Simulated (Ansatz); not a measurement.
# SnO (model cell, started as CsCl type): a soft mode frozen in, part 2 of 2

Aim: this structure of SnO (model cell, started as CsCl type) is to be tested for unstable modes, and one is followed downhill.

Ansatz 0.2.0; DFT PBEsol, scalar-relativistic, plane waves, PAW.

So far, highest frequency on the path or at a solved wavevector (cm⁻¹): step 2 (phonons on a q mesh) 330. Also lowest frequency on the path (cm⁻¹): step 2 -283.

The structure was built from a prototype and need not be the compound's stable phase.

### Step 6. Relaxation from the frozen mode

Starting from the lowest point found, all atoms and the cell are let go, so that strain and other modes of the same symmetry can join in.

The input, input.yaml:

```yaml
crystal:
  lattice:
    - [3.0805550157, 0.0, 0.0]
    - [0.0, 3.0805550157, 0.0]
    - [0.0, 0.0, 3.0805550157]
  atoms:
    - { symbol: Sn, position: [0.0, 0.0262499097, 0.0] }
    - { symbol: O, position: [0.5, 0.3052299027, 0.5] }
kpoints:
  mp_grid: { grid: [12, 12, 12] }
hamiltonian:
  xc: pbesol
scf:
  occupations: { method: methfessel_paxton, width: 0.15 }
output:
  forces: true
  stress: true
  eigenvalues: true
relax:
  adjacent_minimum: "off"
  f_tol: 0.002
  max_steps: 120
  cell: { stress_tol: 0.03 }
```

Run with:

```console
ansatz run input.yaml --threads 4 --pin off --max-ram 7168MiB --backend cpu --events-out ev --progress --plain --runs-dir out
```

Numbers of over 12 decimals in the logs are rounded to 6 here.

What it wrote:

```text
[...]
Crystal: 2 atoms, lattice volume = 29.234 Å³
Basis set: ecut = 420 eV, 587 PW (Γ), exchange–correlation on 48×48×48 points (8 copies of the dense FFT grid, shifted against one another)
Bands: 14, of which v1, the nominal top of the filled ones, is band 10 counted from 1 (9 counted from 0)
Symmetry: 8 space group operations
[...]
k-points: 196 of 1728 (time reversal used)
[...]
SCF iter   1: F=—  HF=-6509.683282 eV  |F-HF|=—  |Δ(HF+E_count)|=         —  Δρ=1.54e-2  dr2=6.16e-2  ethr=1.77e-3  ⟨swp⟩=5.1  Hψ=13755  notcnv=0
[...]
SCF iter   6: F=-6509.667540 eV  HF=-6509.667540 eV  |F-HF|=3.50e-9  |Δ(HF+E_count)|=   5.99e-8  S|Δr|=    0.00e0  Δρ=1.02e-5  dr2=2.00e-8  ethr=5.00e-10  ⟨swp⟩=5.4  Hψ=12632  notcnv=0
SCF 1 converged in 6 iterations: F = -6509.667540 eV  dr2 = 2.00e-8
[...]
relax step   1: F+E_penalty+E_count = -6509.66754034 eV  Δ(F+E_penalty+E_count) = +0.000e0 eV  max|allowed force component| = 5.165e-1 eV/Å  Δτ_max = 0.0000 Å  P = +5.259 GPa  Ω = 29.234 Å³  (6 SCF iters, dr2 threshold 1.00e-7 eV, accepted)
Crystal: 2 atoms, lattice volume = 32.545 Å³
Basis set: ecut = 420 eV, 619 PW (Γ), exchange–correlation on 48×48×48 points (8 copies of the dense FFT grid, shifted against one another)
[...]
SCF iter   6: F=-6509.759693 eV  HF=-6509.759693 eV  |F-HF|=2.12e-9  |Δ(HF+E_count)|=   4.94e-8  S|Δr|=    0.00e0  Δρ=6.33e-6  dr2=5.28e-9  ethr=6.09e-10  ⟨swp⟩=2.9  Hψ=10682  notcnv=0
SCF 2 converged in 6 iterations: F = -6509.759693 eV  dr2 = 5.28e-9
relax step   2: F+E_penalty+E_count = -6509.75969295 eV  Δ(F+E_penalty+E_count) = -9.215e-2 eV  max|allowed force component| = 2.703e-1 eV/Å  Δτ_max = 0.1059 Å  P = -2.911 GPa  Ω = 32.545 Å³  energy of the carried Pulay correction = -1.046e-2 eV  (6 SCF iters, dr2 threshold 2.00e-7 eV, accepted)
Crystal: 2 atoms, lattice volume = 32.376 Å³
[...]
SCF iter   5: F=-6509.770763 eV  HF=-6509.770763 eV  |F-HF|=1.60e-9  |Δ(HF+E_count)|=   1.28e-7  S|Δr|=    0.00e0  Δρ=9.33e-6  dr2=8.98e-9  ethr=1.00e-9  ⟨swp⟩=5.0  Hψ=12124  notcnv=0
SCF 3 converged in 5 iterations: F = -6509.770763 eV  dr2 = 8.98e-9
relax step   3: F+E_penalty+E_count = -6509.77076294 eV  Δ(F+E_penalty+E_count) = -1.107e-2 eV  max|allowed force component| = 2.311e-1 eV/Å  Δτ_max = 0.0168 Å  P = -2.498 GPa  Ω = 32.376 Å³  energy of the carried Pulay correction = -9.952e-3 eV  (5 SCF iters, dr2 threshold 2.00e-7 eV, accepted)
[... from here on, the SCF cycles and remarks between the steps are left out ...]
relax step   4: F+E_penalty+E_count = -6509.81507553 eV  Δ(F+E_penalty+E_count) = -4.431e-2 eV  max|allowed force component| = 1.721e-1 eV/Å  Δτ_max = 0.0847 Å  P = -0.866 GPa  Ω = 31.349 Å³  energy of the carried Pulay correction = -6.811e-3 eV  (6 SCF iters, dr2 threshold 2.00e-7 eV, accepted)
relax step   5: F+E_penalty+E_count = -6509.85056978 eV  Δ(F+E_penalty+E_count) = -3.549e-2 eV  max|allowed force component| = 1.534e-2 eV/Å  Δτ_max = 0.2000 Å  P = +1.988 GPa  Ω = 30.440 Å³  energy of the carried Pulay correction = -3.944e-3 eV  (6 SCF iters, dr2 threshold 2.00e-7 eV, accepted)
relax step   6: F+E_penalty+E_count = -6509.85216327 eV  Δ(F+E_penalty+E_count) = -1.593e-3 eV  max|allowed force component| = 2.308e-3 eV/Å  Δτ_max = 0.0195 Å  P = -0.342 GPa  Ω = 31.073 Å³  energy of the carried Pulay correction = -5.951e-3 eV  (5 SCF iters, dr2 threshold 2.00e-7 eV, accepted)
relax step   7: F+E_penalty+E_count = -6509.85251261 eV  Δ(F+E_penalty+E_count) = -3.493e-4 eV  max|allowed force component| = 5.567e-4 eV/Å  Δτ_max = 0.0021 Å  P = +0.004 GPa  Ω = 31.026 Å³  energy of the carried Pulay correction = -5.801e-3 eV  (4 SCF iters, dr2 threshold 2.00e-7 eV, accepted)
relax step   8: F+E_penalty+E_count = -6509.85248577 eV  Δ(F+E_penalty+E_count) = +2.684e-5 eV  max|allowed force component| = 1.800e-4 eV/Å  Δτ_max = 0.0006 Å  P = -0.001 GPa  Ω = 31.035 Å³  energy of the carried Pulay correction = -5.831e-3 eV  (4 SCF iters, dr2 threshold 1.14e-8 eV, accepted)
relax step   9: F+E_penalty+E_count = -6509.86432659 eV  Δ(F+E_penalty+E_count) = -1.184e-2 eV  max|allowed force component| = 1.951e-4 eV/Å  Δτ_max = 0.0000 Å  P = +0.467 GPa  Ω = 31.035 Å³  stress off target by 6.78e-1 GPa  SCF on the basis re-selected at this cell (its energy is not comparable with the rows above)  (7 SCF iters)
relax step  10: F+E_penalty+E_count = -6509.86420992 eV  Δ(F+E_penalty+E_count) = +1.167e-4 eV  max|allowed force component| = 1.663e-4 eV/Å  Δτ_max = 0.0001 Å  P = +0.038 GPa  Ω = 31.134 Å³  energy of the carried Pulay correction = -3.141e-4 eV  (3 SCF iters, dr2 threshold 2.00e-7 eV, accepted)
relax step  11: F+E_penalty+E_count = -6509.86417339 eV  Δ(F+E_penalty+E_count) = +3.654e-5 eV  max|allowed force component| = 5.825e-5 eV/Å  Δτ_max = 0.0002 Å  P = +0.000 GPa  Ω = 31.145 Å³  energy of the carried Pulay correction = -3.520e-4 eV  (3 SCF iters, dr2 threshold 5.27e-9 eV, accepted)
[...]
SCF iter   5: F=-6509.864547 eV  HF=-6509.864547 eV  |F-HF|=0.00e0  |Δ(HF+E_count)|=  1.56e-10  S|Δr|=    0.00e0  Δρ=8.02e-8  dr2=1.14e-12  ethr=1.00e-12  ⟨swp⟩=5.5  Hψ=10927  notcnv=0
SCF 12 converged in 5 iterations: F = -6509.864547 eV  dr2 = 1.14e-12
relax step  12: F+E_penalty+E_count = -6509.86454684 eV  Δ(F+E_penalty+E_count) = -3.735e-4 eV  max|allowed force component| = 1.972e-5 eV/Å  Δτ_max = 0.0000 Å  P = +0.002 GPa  Ω = 31.145 Å³  stress off target by 3.24e-3 GPa  SCF on the basis re-selected at this cell (its energy is not comparable with the rows above)  (5 SCF iters)
[...]
SCF converged after 5 iterations
[...]
Free energy (F): -6509.864547 eV
[...]
Internal energy: -6509.864694 eV  (E = F + TS)
E sigma→0 (E₀):  -6509.864584 eV
Entropy (-TS):   0.000147 eV (0.074 meV/atom)
Fermi energy:    10.764728 eV
[...]
--- Forces (eV/Å), atoms counted from 1 ---
  atom   1  Sn     0.00000000     0.00001986    -0.00000000
  atom   2  O     -0.00000000    -0.00001958     0.00000000
  max |Σ_I F_I| component: 2.84e-7 eV/Å
--- Stress (GPa, compression-positive) ---
        0.003243       0.000000       0.000000
        0.000000      -0.000367       0.000000
        0.000000       0.000000       0.003243
  P = ⅓ Tr σ = 0.0020 GPa (0.020 kbar)
--- Band table (eV; the first three rows and the last of 196) ---
  k-point 0: bands = [... 6 lower, 4.1914, 6.5659, 6.5659, 8.7359, 18.0083, 18.9160, 18.9160, 19.8700]
  k-point 1: bands = [... 6 lower, 3.8309, 6.6402, 6.9157, 8.7686, 17.1896, 18.7704, 19.4961, 19.8427]
  k-point 2: bands = [... 6 lower, 3.0984, 6.8497, 7.6356, 8.8590, 15.9196, 18.3648, 19.7606, 20.1410]
  k-point 195: bands = [... 6 lower, 4.8795, 4.8795, 7.5241, 9.1414, 10.4544, 16.3592, 16.3592, 18.7140]
--- Relaxed structure (10 steps of the walk, 10 accepted, 2 SCFs on fresh bases) ---
  F+E_penalty+E_count = -6509.86454684 eV   max|allowed force component| = 1.972e-5 eV/Å   (the final SCF, on the basis selected at the relaxed cell)
  cell:  # Å, volume = 31.1450 Å³
    - [3.232069, 0, 0]
    - [0, 2.981450, 0.0]
    - [0, 0.0, 3.232069]
  atoms:
    - { symbol: Sn, position: [0, 0.165732, 0.0] }
    - { symbol: O, position: [0.500000, 0.165748, 0.500000] }
```

Wall time 23 s (4 threads of Arm Neoverse V2, shared host); peak memory 0.42 GiB; 90 s of CPU time.

Relaxation path:

```tsv
step	energy less that of the first step (eV)	largest force component (eV/Å)	pressure (GPa)	volume (Å³)
1	0.0000	0.5165	5.26	29.23
2	-0.0922	0.2703	-2.91	32.55
3	-0.1032	0.2311	-2.50	32.38
4	-0.1475	0.1721	-0.87	31.35
5	-0.1830	0.0153	1.99	30.44
6	-0.1846	0.0023	-0.34	31.07
7	-0.1850	0.0006	0.00	31.03
8	-0.1849	0.0002	0.00	31.04
9*	-0.1968	0.0002	0.47	31.04
10	-0.1967	0.0002	0.04	31.13
11	-0.1966	0.0001	0.00	31.15
12*	-0.1970	0.0000	0.00	31.15
```

Relaxation steps marked * repeat the geometry before them on a plane-wave basis chosen anew for their cell, so energy and pressure can jump there.

The run keeps the 8 symmetry operations that it works with, so distortions that break them were not tested.

```tsv
cell as run	before	after	change
a (Å)	3.081	3.232	+4.9 %
b (Å)	3.081	2.981	-3.2 %
c (Å)	3.081	3.232	+4.9 %
volume (Å³/atom)	14.62	15.57	+6.5 %
```

The atoms that moved most (Å, as changes of fractional coordinates times the final cell):

```tsv
atom	dx	dy	dz	length
Sn1	0.000	0.416	0.000	0.416
O2	0.000	-0.416	0.000	0.416
```

The relaxed structure:

```
Sn O
1.0
     3.23207    0.00000    0.00000
     0.00000    2.98145    0.00000
     0.00000    0.00000    3.23207
Sn O
1 1
Direct
  0.00000 0.16573 0.00000
  0.50000 0.16575 0.50000
```

This step gave:

| Property | Result |
| --- | --- |
| pressure | 0.002040 GPa |
| volume per atom | 15.57 Å³ |

The distorted start has space group P4mm; the relaxation ends in P4/mmm.

### Step 7. The new phase in its own primitive cell

The relaxed structure is symmetrised, reduced to its primitive cell and relaxed tightly, as its phonons need.

input.yaml, the sections that differ from step 6:

```yaml
crystal:
  lattice:
    - [3.2320690104, 0.0, 0.0]
    - [0.0, 3.2320690104, 0.0]
    - [0.0, 0.0, 2.9814501676]
  atoms:
    - { symbol: Sn, position: [0.0, 0.0, 0.5] }
    - { symbol: O, position: [0.5, 0.5, 0.5] }
relax:
  adjacent_minimum: "off"
  f_tol: 0.001
  max_steps: 60
  cell: { stress_tol: 0.01 }
# kpoints, hamiltonian, scf, output: as in step 6
```

What it wrote:

```text
[...]
Crystal: 2 atoms, lattice volume = 31.145 Å³
Basis set: ecut = 420 eV, 609 PW (Γ), exchange–correlation on 48×48×40 points (8 copies of the dense FFT grid, shifted against one another)
Bands: 14, of which v1, the nominal top of the filled ones, is band 10 counted from 1 (9 counted from 0)
Symmetry: 16 space group operations
[...]
k-points: 196 of 1728
[...]
k-point 195: bands = [... 6 lower, 4.8795, 4.8795, 7.5241, 9.1414, 10.4544, 16.3592, 16.3592, 18.7140]
--- Relaxed structure (1 steps of the walk, 1 accepted, 1 SCFs on fresh bases) ---
[...]
cell:  # Å, volume = 31.1450 Å³
    - [3.2320690104, 0.0, 0.0]
    - [0.0, 3.2320690104, 0.0]
    - [0.0, 0.0, 2.9814501676]
  atoms:
    - { symbol: Sn, position: [0.0, 0.0, 0.5] }
    - { symbol: O, position: [0.5, 0.5, 0.5] }
[key lines of the parts left out:]
SCF converged after 5 iterations
Free energy (F): -6509.864547 eV
Fermi energy:    10.764728 eV
P = ⅓ Tr σ = 0.0020 GPa (0.020 kbar)
```

Run time: 2.4 s. Hardware: 4 threads; peak memory 0.38 GiB.

Little changed from the start: no atom moved by 0.005 Å and no cell edge by 0.1 %.

This step gave:

| Item | Value |
| --- | --- |
| pressure | 0.002039 GPa |

The forces vanish by symmetry and the pressure is 0.002 GPa, within the tolerances set. The cell now holds 15.57 Å³/atom.

### Step 8. Modes of the new phase

A relaxed structure may still be a saddle point, so its zone-centre modes are computed. No field response is asked, since the mesh shows no gap.

input.yaml, the sections that differ from step 7:

```yaml
output:
  eigenvalues: true
phonons:
  method: dfpt
# crystal, kpoints, hamiltonian, scf: as in step 7
# relax: removed
```

What it wrote:

```text
zone centre: on kpoints.mp_grid the ground state, and the responses unless they are solved on pairs of k-points, stand on 343 of the mesh's 1728 k-points, reduced under 8 symmetry operations, with k and −k counted as one. Each operation leaves every solved displacement unchanged or reverses it
[...]
Crystal: 2 atoms, lattice volume = 31.145 Å³
Basis set: ecut = 420 eV, 609 PW (Γ), exchange–correlation on 48×48×40 points (8 copies of the dense FFT grid, shifted against one another)
Bands: 14, of which v1, the nominal top of the filled ones, is band 10 counted from 1 (9 counted from 0)
Symmetry: 16 space group operations
k-points: 343 of 1728 (irreducible under 8 space group operations)
[...]
SCF iter   1: F=—  HF=-6509.900557 eV  |F-HF|=—  |Δ(HF+E_count)|=         —  Δρ=2.22e-2  dr2=1.53e-1  ethr=1.77e-3  ⟨swp⟩=5.0  Hψ=25504  notcnv=0
[...]
SCF iter   8: F=-6509.864547 eV  HF=-6509.864547 eV  |F-HF|=9.09e-13  |Δ(HF+E_count)|=  2.27e-11  S|Δr|=    0.00e0  Δρ=7.07e-8  dr2=7.79e-13  ethr=1.00e-12  ⟨swp⟩=5.9  Hψ=18877  notcnv=0
SCF 1 converged in 8 iterations: F = -6509.864547 eV  dr2 = 7.79e-13
[...]
DFPT response loops at Γ: preconditioner auto → Kerker (q_TF=auto, 2.534 Å⁻¹) (partly filled bands, converged f_vac=0.000); β = 1.00, the filter's whole step (`scf.mixing.beta` (0.50) is not read by the response loops under this deck's `scf.mixing.preconditioner`; to damp them name `kerker` or `kerker_dos`, under which they read `scf.mixing.beta`, and type it under 1.00, their step now; both keys bind the ground state too); Broyden in place of MSR1
SCF converged after 8 iterations
[...]
Free energy (F): -6509.864547 eV
[...]
Internal energy: -6509.864694 eV  (E = F + TS)
E sigma→0 (E₀):  -6509.864584 eV
Entropy (-TS):   0.000147 eV (0.074 meV/atom)
Fermi energy:    10.764728 eV
[...]
--- Band table (eV; the first three rows and the last of 343) ---
  k-point 0: bands = [... 6 lower, 4.1914, 6.5659, 6.5659, 8.7359, 18.0083, 18.9160, 18.9160, 19.8700]
  k-point 1: bands = [... 6 lower, 4.2383, 6.5928, 6.5928, 8.5989, 18.0999, 18.2378, 19.0245, 19.0245]
  k-point 2: bands = [... 6 lower, 4.3666, 6.6653, 6.6653, 8.2549, 16.3073, 18.3744, 19.3429, 19.3429]
  k-point 342: bands = [... 6 lower, 4.8795, 4.8795, 7.5241, 9.1414, 10.4544, 16.3592, 16.3592, 18.7140]
--- Phonons (Γ-DFPT): 4 representative perturbations + reference, on 343 of 1728 k-points (Σ response iterations 14) ---
  k mesh reduced under 8 symmetry operations, with k and −k counted as one. Each operation leaves every solved displacement unchanged or reverses it
  ASR residual: 7.702e-5 → 0.000e0 eV/Å²; symmetrization residual: 3.476e-6 eV/Å²
  ASR residual per site (eV/Å²): 7.70e-5 7.19e-5
  Γ frequencies (cm⁻¹): 0.00 0.00 0.00 82.07 82.07 88.58
  non-analytic LO–TO correction: not included (Born effective charges unavailable; polar crystals: no LO–TO splitting at Γ)
```

Wall time 13 s (4 threads); peak memory 0.72 GiB; 49 s of CPU time.

This step gave:

```
sum-rule residual before enforcement                    : 7.70e-5 eV/Å²
point group                                             : 4/mmm
highest optical mode at the zone centre (no LO-TO term) : 88.58 cm⁻¹
lowest optical zone-centre mode                         : 82.07 cm⁻¹
```

Patterns of degenerate modes are one choice out of their space. Modes at Γ, with each element's share of the kinetic energy:

```tsv
mode	frequency (cm⁻¹)	symmetry	Sn %	O %
1	0.0	acoustic	88	12
2	0.0	acoustic	88	12
3	0.0	acoustic	88	12
4	82.1	Eu	12	88
5	82.1	Eu	12	88
6	88.6	A2u	12	88
```

Displacements in mode 5 (82.1 cm⁻¹), the largest set to 1:
```
Sn1 -0.13  0.00  0.00
O2   1.00  0.00  0.00
```

Displacements in mode 6 (88.6 cm⁻¹), the largest set to 1:
```
Sn1  0.00  0.00 -0.13
O2   0.00  0.00  1.00
```

Before it was imposed, the acoustic sum rule was missed by 7.7e-5 eV/Å². Small misses are needed for a sound result but don't prove that mesh and cutoff are converged. The lowest optical mode is real, 82.1 cm⁻¹.

### Step 9. Results

```
unstable mode of the parent                                                      : q = (0, 0, 0), 269i cm⁻¹
depth at the lowest point sampled                                                : 225 meV/atom
largest atomic shift at that point                                               : 0.6 Å
space group reached (within 0.01 Å)                                              : P4/mmm
energy gained over the parent (first relaxation, on the mesh of the frozen mode) : 324 meV/atom
volume per atom, phase reached                                                   : 15.6 Å³
lowest optical zone-centre mode, phase reached                                   : 82.1 cm⁻¹
highest optical mode at the zone centre (no LO-TO term), phase reached           : 88.6 cm⁻¹
```

What this shows: Along this mode the structure falls into P4/mmm, 324 meV/atom below the parent. At the parent's cell the well is 225.0 meV/atom deep on the steps tried, with its lowest point at a shift of 0.6 Å. That is the last step tried, so the steps alone don't bracket the bottom of the well. Relaxing atoms and cell changes the gain by +98.53 meV/atom against the lowest step (energies at zero smearing). The new phase has no imaginary mode at the zone centre of its cell; other wavevectors were not checked. Of the 6 patterns followed to their end from this parent, this one ends 67.3 meV/atom above the lowest, R3m. Another end point lies within 1 meV/atom; how such a difference moves with mesh and cutoff was not tested. Each path keeps the symmetry of its pattern, so a lower phase may lie along a pattern not tried. With no gap, or one that is small against the smearing, the frequencies hang on the k mesh and the smearing, most of all near Kohn anomalies. A semilocal functional can close a gap that the real compound would have, so the metallic treatment may be an artefact of the level. Spin-orbit coupling is left out, which can matter for the heavy elements here. The starting cell was built on a prototype and not taken from a measurement, so the phase need not exist.

[Logs are printed without paths, hosts, clocks, repeated set-up lines and the standing remarks that a program may print on its own settings, such as how far it seeks lower states.]

[Hosts, paths, dates, database ids (printed as entryN), source tags and the programs' standing remarks are cut or masked in the printed files.]
